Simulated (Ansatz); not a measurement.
# Decaying states in the gap of BaLiI3, part 2 of 2

Wanted: the relaxed cell of BaLiI3, its band edges and its decay constants. It is built by putting I for F in the BaLiF3 structure of space group Pm-3m, with the volume rescaled by atomic radii. The parent structure comes from the Materials Project.

Ansatz 0.2.0; PBE DFT, plane waves, PAW files (the session's first sound run).

So far, gap on the k-mesh (eV): step 3 (band edges) 2.60.

The structure was built from a prototype and need not be the compound's stable phase.

### Step 4. Decaying states in the gap

This step: PBE DFT, plane waves, PAW files; complex bands by layer matching along the plane's normal (Ansatz 0.2.0).

The same crystal is laid in a cell whose first two vectors span the (111) plane (indices of the standard conventional cell, whose axes can be ordered otherwise than in the bulk input). At fixed energy and wavevector in the plane the solver finds all kz, real and complex. A few wavevectors are listed, (0, 0) and (0.5, 0) in units of the plane's reciprocal vectors; the slowest state needn't be among them.

Input file input.yaml:

```yaml
crystal:
  lattice:
    - [8.006927767, 0.0, 0.0]
    - [4.003463883, 6.934202852, 0.0]
    - [4.003463883, 2.311400951, 3.268814573]
  atoms:
    - { symbol: Ba, position: [0.0, 0.0, 0.0] }
    - { symbol: Li, position: [0.5, 0.5, 0.5] }
    - { symbol: I, position: [0.5, 0.5, 0.0] }
    - { symbol: I, position: [0.5, 0.0, 0.0] }
    - { symbol: I, position: [0.0, 0.5, 0.0] }
kpoints:
  mp_grid: { grid: [8, 8, 8] }
scf:
  occupations: { method: fixed }
hamiltonian:
  xc: pbe
output:
  eigenvalues: true
  transmission:
    leads: [[0, 0]]
    kpoints: [[0.0, 0.0], [0.5, 0.0]]
    e_range: [-1.0, 3.6]
    de: 0.08
```

The run is started by

```console
$ ansatz run input.yaml --threads 2 --pin off --max-ram 4096MiB --backend cpu --events-out ev --progress --plain --runs-dir out
```

Numbers of over 12 decimals in the logs are rounded to 6 here.

What it wrote:

```text
basis.fft_grid_basis auto: the FFT boxes are laid along the combinations [[1, 0, -1], [0, 1, -1], [0, 0, 1]] of the cell's own vectors, 5.662, 5.662 and 5.662 Å long. The dense box has 40×40×40 points. Along the cell's own vectors, as sized, it would have 54×54×40, 1.82 times as many. basis.fft_grid_basis: typed keeps the cell's own vectors: state it where this run's energies or levels are differenced outside the engine with another run's, or held beside a run that keeps those vectors.
[...]
Crystal: 5 atoms, lattice volume = 181.490 Å³
Basis set: ecut = 420 eV, 3575 PW (Γ), FFT grids on a1−a3, a2−a3, a3
Bands: 39, of which v1, the nominal top of the filled ones, is band 32 counted from 1 (31 counted from 0)
Symmetry: 48 space group operations
[...]
k-points: 35 of 512
[...]
SCF iter   1: F=—  HF=-28700.115427 eV  |F-HF|=—  |Δ(HF+E_count)|=         —  Δρ=6.75e-4  dr2=1.60e-3  ethr=1.77e-3  ⟨swp⟩=6.6  Hψ=5145  notcnv=0  defer=146
[...]
SCF iter   6: F=-28700.117636 eV  HF=-28700.117636 eV  |F-HF|=1.46e-8  |Δ(HF+E_count)|=   4.40e-7  Δρ=2.51e-6  dr2=3.50e-8  ethr=1.56e-10  ⟨swp⟩=15.6  Hψ=8602  notcnv=0
SCF 1 converged in 6 iterations: F = -28700.117636 eV  dr2 = 3.50e-8
[...]
transmission: 5 of 10 steps passed
transmission: 10 of 10 steps passed
SCF converged after 6 iterations
Free energy (F): -28700.117636 eV
[...]
Internal energy: -28700.117636 eV  (E = F + TS)
E sigma→0 (E₀):  -28700.117636 eV
Fermi energy:    5.669329 eV
[...]
--- Band table (eV; the first three rows and the last of 35) ---
  k-point 0: bands = [... 28 lower, 4.6758, 5.4798, 5.4798, 5.4798, 8.2729, 8.3080, 8.3080, 8.9113, ... 3 higher]
  k-point 1: bands = [... 28 lower, 4.7792, 4.7982, 5.4378, 5.4378, 8.6429, 8.6429, 8.7474, 9.3350, ... 3 higher]
  k-point 2: bands = [... 28 lower, 4.0858, 5.1208, 5.4415, 5.4415, 9.0323, 9.1283, 9.1283, 10.2968, ... 3 higher]
  k-point 34: bands = [... 28 lower, 4.1416, 4.6941, 5.1344, 5.2469, 9.5679, 9.6630, 9.7325, 9.7948, ... 3 higher]
--- Transmission ---
  basis      : 499 plane waves across, 5 finite elements along
  points     : 2, as listed
  energies   : 58 from -1.000000 to 3.560000 eV about the Fermi level, 0.080000 eV apart; the leads are filled to 1.301772 eV, and channels, transmission and decay are at 1.320000 eV
  crystal 0  : I3Ba1Li1, at the sites [0, 0], period 3.2688 Å: whole cells are its period
    offset         : up to 0.0000 Å between an atom of the period and one for which it stands
    channels       : 0.000000e0 a spin
    conductance    : none, the energies end too early or step too widely for 300 K: set another output.transmission.e_range or a lower de, or, where they end at an eighth of basis.ecutwfc, a higher one
    slowest decay  : 0.2198 /Å at (0.0000, 0.0000)
```

Wall time 3.1 min (2 threads of Arm Neoverse V2, shared host); peak memory 1.9 GiB; 6.2 min of CPU time.

Numbers from this step:

| Quantity | Value |
| --- | --- |
| gap on the k-mesh | 2.604 eV |
| level to which the leads are filled | 1.302 eV from the Fermi level |
| decay constant at the filling level, zone centre | 0.2198 Å⁻¹ |
| decay constant at the filling level, slowest listed point | 0.2198 Å⁻¹ |

K parallel (0, 0); values up to 1.5 1/Å, a degenerate pair printed once or twice; energies at which all values exceed this have no row. The Im kz of the slowest decaying states by energy, zero at the highest filled level on the SCF mesh:

```csv
energy (eV),decay 1 (Å⁻¹),decay 2 (Å⁻¹),decay 3 (Å⁻¹),decay 4 (Å⁻¹)
-1.0000,0.0546,0.425,0.440,0.644
-0.7600,0.176,0.426,0.441,0.573
-0.5200,0.247,0.425,0.440,0.468
-0.2800,0.203,0.356,0.422,0.437
-0.0400,0.0956,0.178,0.218,0.416
0.2800,0.148,0.159,0.267,0.272
0.5200,0.187,0.187,0.279,0.352
0.7600,0.204,0.213,0.283,0.383
1.0000,0.215,0.230,0.282,0.369
1.2400,0.220,0.242,0.276,0.353
1.4800,0.218,0.249,0.265,0.334
1.7200,0.208,0.249,0.251,0.313
1.9600,0.190,0.226,0.250,0.288
2.2800,0.146,0.179,0.241,0.248
2.5200,0.0790,0.112,0.210,0.229
2.7600,0.159,0.210,0.262,0.294
3.0000,0.0630,0.183,0.190,0.204
3.2400,0.0158,0.0185,0.139,0.337
3.4800,0.00518,0.00847,0.190,0.338
```

K parallel (0.5, 0); values up to 1.5 1/Å, a degenerate pair printed once or twice; energies at which all values exceed this have no row. The Im kz of the slowest decaying states by energy, zero at the highest filled level on the SCF mesh:

```csv
energy (eV),decay 1 (Å⁻¹),decay 2 (Å⁻¹),decay 3 (Å⁻¹),decay 4 (Å⁻¹)
-1.0000,0.0965,0.117,0.391,0.433
-0.7600,0.0990,0.139,0.301,0.425
-0.5200,0.0816,0.104,0.444,0.471
-0.2800,0.205,0.222,0.453,0.471
-0.0400,0.0885,0.132,0.228,0.280
0.2800,0.205,0.213,0.280,0.335
0.5200,0.239,0.257,0.302,0.371
0.7600,0.263,0.289,0.316,0.407
1.0000,0.281,0.312,0.323,0.410
1.2400,0.294,0.325,0.330,0.409
1.4800,0.303,0.323,0.343,0.398
1.7200,0.307,0.317,0.353,0.380
1.9600,0.305,0.306,0.360,0.361
2.2800,0.285,0.293,0.336,0.365
2.5200,0.264,0.275,0.316,0.355
2.7600,0.235,0.246,0.294,0.325
3.0000,0.196,0.198,0.270,0.275
3.2400,0.120,0.139,0.193,0.220
3.4800,0.182,0.352,0.365,0.369
```

At the listed wavevectors the last open channel is at -0.04 eV and the next at +2.68 eV on the grid. At +1.32 eV, the grid energy nearest the filling level (the middle of the gap on the SCF mesh), the slowest state at the listed wavevectors decays with κ = 0.220 Å⁻¹, its amplitude falling by e over 4.5 Å. Through 1 nm of this crystal that state's transmission falls by exp(−2 × 0.220 Å⁻¹ × 10 Å) = 0.012.

### Step 5. Decay over the two-dimensional zone

The listed points could miss the slowest state, so one energy near mid-gap is solved on a mesh of 8×8.

Edit input.yaml of step 4 so:

```diff
@@ -19,6 +19,2 @@
   eigenvalues: true
-  transmission:
-    leads: [[0, 0]]
-    kpoints: [[0.0, 0.0], [0.5, 0.0]]
-    e_range: [-1.0, 3.6]
-    de: 0.08
+  transmission: { leads: [[0, 0]], kmesh: [8, 8], e_range: [1.3, 1.31], de: 0.05 }
```

What it wrote:

```text
[...]
Crystal: 5 atoms, lattice volume = 181.490 Å³
Basis set: ecut = 420 eV, 3575 PW (Γ), FFT grids on a1−a3, a2−a3, a3
Bands: 39, of which v1, the nominal top of the filled ones, is band 32 counted from 1 (31 counted from 0)
Symmetry: 48 space group operations
[...]
k-points: 35 of 512
[...]
SCF iter   1: F=—  HF=-28700.115427 eV  |F-HF|=—  |Δ(HF+E_count)|=         —  Δρ=6.75e-4  dr2=1.60e-3  ethr=1.77e-3  ⟨swp⟩=6.6  Hψ=5145  notcnv=0  defer=146
[...]
SCF iter   6: F=-28700.117636 eV  HF=-28700.117636 eV  |F-HF|=1.46e-8  |Δ(HF+E_count)|=   4.40e-7  Δρ=2.51e-6  dr2=3.50e-8  ethr=1.56e-10  ⟨swp⟩=15.6  Hψ=8602  notcnv=0
SCF 1 converged in 6 iterations: F = -28700.117636 eV  dr2 = 3.50e-8
[...]
transmission: 20 of 50 steps passed
transmission: 40 of 50 steps passed
transmission: 50 of 50 steps passed
SCF converged after 6 iterations
Free energy (F): -28700.117636 eV
[...]
Internal energy: -28700.117636 eV  (E = F + TS)
E sigma→0 (E₀):  -28700.117636 eV
Fermi energy:    5.669329 eV
[...]
--- Band table (eV; the first three rows and the last of 35) ---
  k-point 0: bands = [... 28 lower, 4.6758, 5.4798, 5.4798, 5.4798, 8.2729, 8.3080, 8.3080, 8.9113, ... 3 higher]
  k-point 1: bands = [... 28 lower, 4.7792, 4.7982, 5.4378, 5.4378, 8.6429, 8.6429, 8.7474, 9.3350, ... 3 higher]
  k-point 2: bands = [... 28 lower, 4.0858, 5.1208, 5.4415, 5.4415, 9.0323, 9.1283, 9.1283, 10.2968, ... 3 higher]
  k-point 34: bands = [... 28 lower, 4.1416, 4.6941, 5.1344, 5.2469, 9.5679, 9.6630, 9.7325, 9.7948, ... 3 higher]
--- Transmission ---
  basis      : 499 plane waves across, 5 finite elements along
  points     : 10, standing for a mesh of 8 x 8
  energies   : 1 from 1.300000 to 1.300000 eV about the Fermi level; the leads are filled to 1.301772 eV, and channels, transmission and decay are at 1.300000 eV
  crystal 0  : I3Ba1Li1, at the sites [0, 0], period 3.2688 Å: whole cells are its period
[...]
channels       : 0.000000e0 a spin
    conductance    : none, crystal 0 has no channel at the energies, or these end too early or step too widely for 300 K: set another output.transmission.e_range or a lower de, or, where they end at an eighth of basis.ecutwfc, a higher one
    slowest decay  : 0.2198 /Å at (0.0000, 0.0000)
```

The job ended after 1.7 min (2 threads; peak memory 1.8 GiB).

Numbers from this step:

```yaml
least_decay_constant_on_the_mesh: 0.2198 Å⁻¹
```

Slowest decay constant (1/Å; 0 where a channel is open) over k1 and k2. At 1.3000 eV from the Fermi level.

Ten even steps from '_' (0.220) to '@' (0.323):
```
@@@@@@@@**####**
@@@@@@##++++++##
@@@@##++::::++##
##**++::__::++**
@@##++::::++##@@
@@##++++++##@@@@
@@**####**@@@@@@
##@@@@@@##@@@@@@
```
Columns: k1 (b1) from -0.5 to 0.375; rows upwards: k2 (b2) from -0.5 to 0.375.

The least value on the mesh is 0.220 Å⁻¹ at +1.30 eV. At that energy the listed points give about 0.220 Å⁻¹ by interpolation, so the mesh holds no clearly slower state.

### Step 6. Band edges at another level

This step: PBEsol DFT, plane waves, PAW files (Ansatz 0.2.0).

The edges again with PBEsol, at the same atoms.

Input file input.yaml:

```yaml
crystal:
  lattice:
    - [5.6617529204, 0.0, 0.0]
    - [0.0, 5.6617529204, 0.0]
    - [0.0, 0.0, 5.6617529204]
  atoms:
    - { symbol: Ba, position: [0.0, 0.0, 0.0] }
    - { symbol: Li, position: [0.5, 0.5, 0.5] }
    - { symbol: I, position: [0.0, 0.5, 0.5] }
    - { symbol: I, position: [0.5, 0.5, 0.0] }
    - { symbol: I, position: [0.5, 0.0, 0.5] }
kpoints:
  mp_grid: { grid: [6, 6, 6] }
  band_path: { path: [VBM, CBM], npoints: 30 }
scf:
  occupations: { method: fixed }
hamiltonian:
  xc: pbesol
output:
  eigenvalues: true
```

What it wrote:

```text
[...]
Crystal: 5 atoms, lattice volume = 181.490 Å³
Basis set: ecut = 420 eV, 3575 PW (Γ)
Bands: 39, of which v1, the nominal top of the filled ones, is band 32 counted from 1 (31 counted from 0)
Symmetry: 48 space group operations
[...]
k-points: 20 of 216
[...]
SCF iter   1: F=—  HF=-28369.643096 eV  |F-HF|=—  |Δ(HF+E_count)|=         —  Δρ=2.09e-3  dr2=8.14e-3  ethr=1.77e-3  ⟨swp⟩=6.6  Hψ=3003  notcnv=0  defer=81
[...]
SCF iter   6: F=-28369.643172 eV  HF=-28369.643172 eV  |F-HF|=6.80e-8  |Δ(HF+E_count)|=   1.78e-6  Δρ=4.63e-6  dr2=4.76e-8  ethr=1.56e-10  ⟨swp⟩=13.9  Hψ=5544  notcnv=0
SCF 1 converged in 6 iterations: F = -28369.643172 eV  dr2 = 4.76e-8
[...]
SCF converged after 6 iterations
Free energy (F): -28369.643172 eV
[...]
Internal energy: -28369.643172 eV  (E = F + TS)
E sigma→0 (E₀):  -28369.643172 eV
Fermi energy:    5.557999 eV
[...]
--- Band table (eV; the first three rows and the last of 20) ---
  k-point 0: bands = [... 28 lower, 4.5538, 5.3625, 5.3625, 5.3625, 8.0173, 8.1204, 8.1204, 8.7555, ... 3 higher]
  k-point 1: bands = [... 28 lower, 4.4484, 5.0221, 5.2572, 5.2572, 8.3143, 8.4164, 8.4834, 8.8070, ... 3 higher]
  k-point 2: bands = [... 28 lower, 4.2283, 4.3684, 5.0695, 5.0695, 8.7906, 8.9231, 9.2473, 9.2773, ... 3 higher]
  k-point 19: bands = [... 28 lower, 5.4090, 5.5580, 5.5580, 5.5580, 8.4784, 8.9834, 8.9834, 8.9834, ... 3 higher]
```

It took 13 s on 2 threads; peak memory 0.46 GiB; 25 s of CPU time.

This step gave:

- free energy: -28369.6432 eV
- Fermi energy: 5.558 eV
- gap on the k-mesh: 2.459 eV
- gap on path: 2.459 eV, by band count; negative where bands overlap
- direct gap on path: 2.655 eV

The electronic bands at the labelled points (eV, zero at the Fermi level (highest filled level under fixed occupations); v1 is the highest filled band, c1 the lowest empty one):

```csv
point,v4,v3,v2,v1,c1,c2,c3,c4
VBM,-0.15,0.00,0.00,0.00,2.92,3.43,3.43,3.43
halfway,-1.61,-0.56,-0.23,-0.23,3.29,3.41,3.41,4.62
CBM,-1.00,-0.20,-0.20,-0.20,2.46,2.56,2.56,3.20
```

The searched edges give 2.46 eV, as on the mesh.

Between step 3 and this run (PBEsol) the value for the gap on the k-mesh moves from 2.60 eV to 2.46 eV.

### Step 7. Complex bands at another level

This step: PBEsol DFT, plane waves, PAW files; complex bands by layer matching along the plane's normal (Ansatz 0.2.0).

The complex bands at that level, over its own gap, at (0, 0) and (0.5, 0).

Input file input.yaml:

```yaml
crystal:
  lattice:
    - [8.006927767, 0.0, 0.0]
    - [4.003463883, 6.934202852, 0.0]
    - [4.003463883, 2.311400951, 3.268814573]
  atoms:
    - { symbol: Ba, position: [0.0, 0.0, 0.0] }
    - { symbol: Li, position: [0.5, 0.5, 0.5] }
    - { symbol: I, position: [0.5, 0.5, 0.0] }
    - { symbol: I, position: [0.5, 0.0, 0.0] }
    - { symbol: I, position: [0.0, 0.5, 0.0] }
kpoints:
  mp_grid: { grid: [8, 8, 8] }
scf:
  occupations: { method: fixed }
hamiltonian:
  xc: pbesol
output:
  eigenvalues: true
  transmission:
    leads: [[0, 0]]
    kpoints: [[0.0, 0.0], [0.5, 0.0]]
    e_range: [-1.0, 3.46]
    de: 0.07
```

What it wrote:

```text
[...]
Crystal: 5 atoms, lattice volume = 181.490 Å³
Basis set: ecut = 420 eV, 3575 PW (Γ), FFT grids on a1−a3, a2−a3, a3
Bands: 39, of which v1, the nominal top of the filled ones, is band 32 counted from 1 (31 counted from 0)
Symmetry: 48 space group operations
[...]
k-points: 35 of 512
[...]
SCF iter   1: F=—  HF=-28369.642868 eV  |F-HF|=—  |Δ(HF+E_count)|=         —  Δρ=2.06e-3  dr2=7.60e-3  ethr=1.77e-3  ⟨swp⟩=6.7  Hψ=5110  notcnv=0  defer=151
[...]
SCF iter   6: F=-28369.643164 eV  HF=-28369.643164 eV  |F-HF|=4.35e-8  |Δ(HF+E_count)|=   1.09e-6  Δρ=3.39e-6  dr2=1.92e-8  ethr=1.56e-10  ⟨swp⟩=14.4  Hψ=9815  notcnv=0
SCF 1 converged in 6 iterations: F = -28369.643164 eV  dr2 = 1.92e-8
[...]
transmission: 5 of 10 steps passed
transmission: 10 of 10 steps passed
SCF converged after 6 iterations
Free energy (F): -28369.643164 eV
[...]
Internal energy: -28369.643164 eV  (E = F + TS)
E sigma→0 (E₀):  -28369.643164 eV
Fermi energy:    5.557940 eV
[...]
--- Band table (eV; the first three rows and the last of 35) ---
  k-point 0: bands = [... 28 lower, 4.5538, 5.3625, 5.3625, 5.3625, 8.0173, 8.1204, 8.1204, 8.7555, ... 3 higher]
  k-point 1: bands = [... 28 lower, 4.6444, 4.6772, 5.3197, 5.3197, 8.4665, 8.4665, 8.5265, 9.1645, ... 3 higher]
  k-point 2: bands = [... 28 lower, 3.9472, 5.0029, 5.3238, 5.3238, 8.8477, 8.9713, 8.9713, 10.1782, ... 3 higher]
  k-point 34: bands = [... 28 lower, 4.0047, 4.5658, 5.0130, 5.1233, 9.4241, 9.5255, 9.5789, 9.6472, ... 3 higher]
--- Transmission ---
  basis      : 499 plane waves across, 5 finite elements along
  points     : 2, as listed
[...]
crystal 0  : I3Ba1Li1, at the sites [0, 0], period 3.2688 Å: whole cells are its period
[...]
channels       : 0.000000e0 a spin
[...]
slowest decay  : 0.2106 /Å at (0.0000, 0.0000)
```

Elapsed: 3.5 min, on 2 threads; peak memory 2 GiB.

Numbers from this step:

```
level to which the leads are filled                       : 1.230 eV from the Fermi level
decay constant at the filling level, zone centre          : 0.2106 Å⁻¹
decay constant at the filling level, slowest listed point : 0.2106 Å⁻¹
```

K parallel (0, 0); values up to 1.5 1/Å, a degenerate pair printed once or twice; energies at which all values exceed this have no row. Table of Im kz of the slowest decaying states by energy, zero at the highest filled level on the SCF mesh:

```csv
energy (eV),decay 1 (Å⁻¹),decay 2 (Å⁻¹),decay 3 (Å⁻¹),decay 4 (Å⁻¹)
-1.0000,0.0242,0.420,0.436,0.640
-0.7200,0.189,0.421,0.437,0.555
-0.5100,0.249,0.420,0.435,0.457
-0.2300,0.400,0.415,0.431,0.950
-0.0200,0.101,0.208,0.222,0.409
0.2600,0.142,0.154,0.261,0.261
0.4700,0.178,0.178,0.272,0.336
0.7500,0.198,0.209,0.278,0.376
1.0300,0.209,0.228,0.275,0.358
1.2400,0.211,0.237,0.269,0.343
1.5200,0.205,0.244,0.254,0.320
1.7300,0.193,0.238,0.246,0.300
2.0100,0.163,0.208,0.242,0.268
2.2200,0.126,0.174,0.236,0.240
2.5000,0.0819,0.192,0.222,0.285
2.7800,0.116,0.199,0.246,0.262
2.9900,0.171,0.173,0.187,0.434
3.2700,0.112,0.248,0.369,0.410
```

K parallel (0, 0). The Re kz of states that move upwards by energy, zero at the highest filled level on the SCF mesh; 7 of 8 lines:

```csv
energy (eV),channel 1 (Å⁻¹),channel 2 (Å⁻¹),channel 3 (Å⁻¹),channel 4 (Å⁻¹),channel 5 (Å⁻¹),channel 6 (Å⁻¹),channel 7 (Å⁻¹)
-1.00,-0.258,0.0436,0.649,0.649,-,-,-
-0.79,-0.214,0.320,0.698,0.698,-,-,-
-0.58,-0.166,0.465,0.750,0.750,-,-,-
-0.37,-0.108,0.594,0.809,0.809,-,-,-
-0.09,0.794,0.810,0.810,-,-,-,-
-0.02,0.884,0.909,0.909,-,-,-,-
0.12,-,-,-,-,-,-,-
0.33,-,-,-,-,-,-,-
0.54,-,-,-,-,-,-,-
0.75,-,-,-,-,-,-,-
0.96,-,-,-,-,-,-,-
1.24,-,-,-,-,-,-,-
1.45,-,-,-,-,-,-,-
1.66,-,-,-,-,-,-,-
1.87,-,-,-,-,-,-,-
2.08,-,-,-,-,-,-,-
2.29,-,-,-,-,-,-,-
2.50,0.0559,-,-,-,-,-,-
2.78,0.172,0.177,0.177,-,-,-,-
2.99,-0.874,0.249,0.280,0.280,-,-,-
3.20,-0.753,0.0175,0.0175,0.0207,0.373,0.380,0.380
3.41,0.159,0.159,0.183,0.479,0.479,-,-
```

K parallel (0.5, 0); values up to 1.5 1/Å, a degenerate pair printed once or twice; energies at which all values exceed this have no row. The Im kz of the slowest decaying states by energy, zero at the highest filled level on the SCF mesh:

```csv
energy (eV),decay 1 (Å⁻¹),decay 2 (Å⁻¹),decay 3 (Å⁻¹),decay 4 (Å⁻¹)
-1.00,0.0985,0.121,0.393,0.427
-0.79,0.100,0.139,0.314,0.422
-0.65,0.0558,0.128,0.190,0.435
-0.44,0.156,0.163,0.446,0.469
-0.30,0.200,0.216,0.451,0.468
-0.09,0.114,0.215,0.269,0.312
-0.02,0.105,0.138,0.231,0.283
0.05,0.143,0.158,0.244,0.295
0.26,0.201,0.207,0.275,0.329
0.40,0.222,0.236,0.289,0.349
0.61,0.246,0.268,0.304,0.384
0.75,0.259,0.285,0.311,0.403
0.96,0.275,0.305,0.317,0.405
1.10,0.283,0.317,0.319,0.405
1.31,0.293,0.320,0.330,0.403
1.45,0.297,0.318,0.338,0.394
1.66,0.301,0.313,0.346,0.378
1.80,0.301,0.307,0.351,0.367
2.01,0.297,0.297,0.351,0.356
2.15,0.288,0.291,0.339,0.358
2.36,0.271,0.279,0.322,0.360
2.50,0.257,0.267,0.309,0.350
2.71,0.233,0.240,0.290,0.325
2.85,0.212,0.215,0.277,0.305
3.06,0.160,0.172,0.244,0.249
3.20,0.103,0.135,0.195,0.213
3.41,0.0676,0.191,0.347,0.355
```

At the listed wavevectors the last open channel is at -0.02 eV and the next at +2.50 eV on the grid. At +1.24 eV, the grid energy nearest the filling level (the middle of the gap on the SCF mesh), the slowest state at the listed wavevectors decays with κ = 0.211 Å⁻¹, its amplitude falling by e over 4.7 Å; the first such run, plane (111), gave 0.220 Å⁻¹.

### Step 8. What came out

- band gap: 2.60 eV
- least decay constant at mid-gap, normal to (111): 0.220 Å⁻¹
- least decay constant on a mesh, normal to (111): 0.220 Å⁻¹
- least decay constant, PBEsol: 0.211 Å⁻¹

In words: With PBE, the slowest decay at the wavevectors tried is κ = 0.220 Å⁻¹, normal to (111). Through such a film the transmission near mid-gap falls as exp(−2κd), a factor of ten every 5.2 Å. A free electron under a barrier of half the gap would need a mass of 0.14 mₑ to decay at this rate. With PBEsol the gap goes from 2.60 to 2.46 eV and the decay constant, over the first 2 listed wavevectors, from 0.220 to 0.211 Å⁻¹. The compound is made up by substitution; its stability against other phases and against distortions of the cell's symmetry was not tested. A semilocal functional narrows gaps, while spin-orbit coupling, left out here, narrows them in compounds of heavy elements, so the error in κ can go either way.

[Logs are printed without paths, hosts, clocks, repeated set-up lines and the standing remarks that a program may print on its own settings, such as how far it seeks lower states.]

[Hosts, paths, dates, database ids (printed as entryN), source tags and the programs' standing remarks are cut or masked in the printed files.]
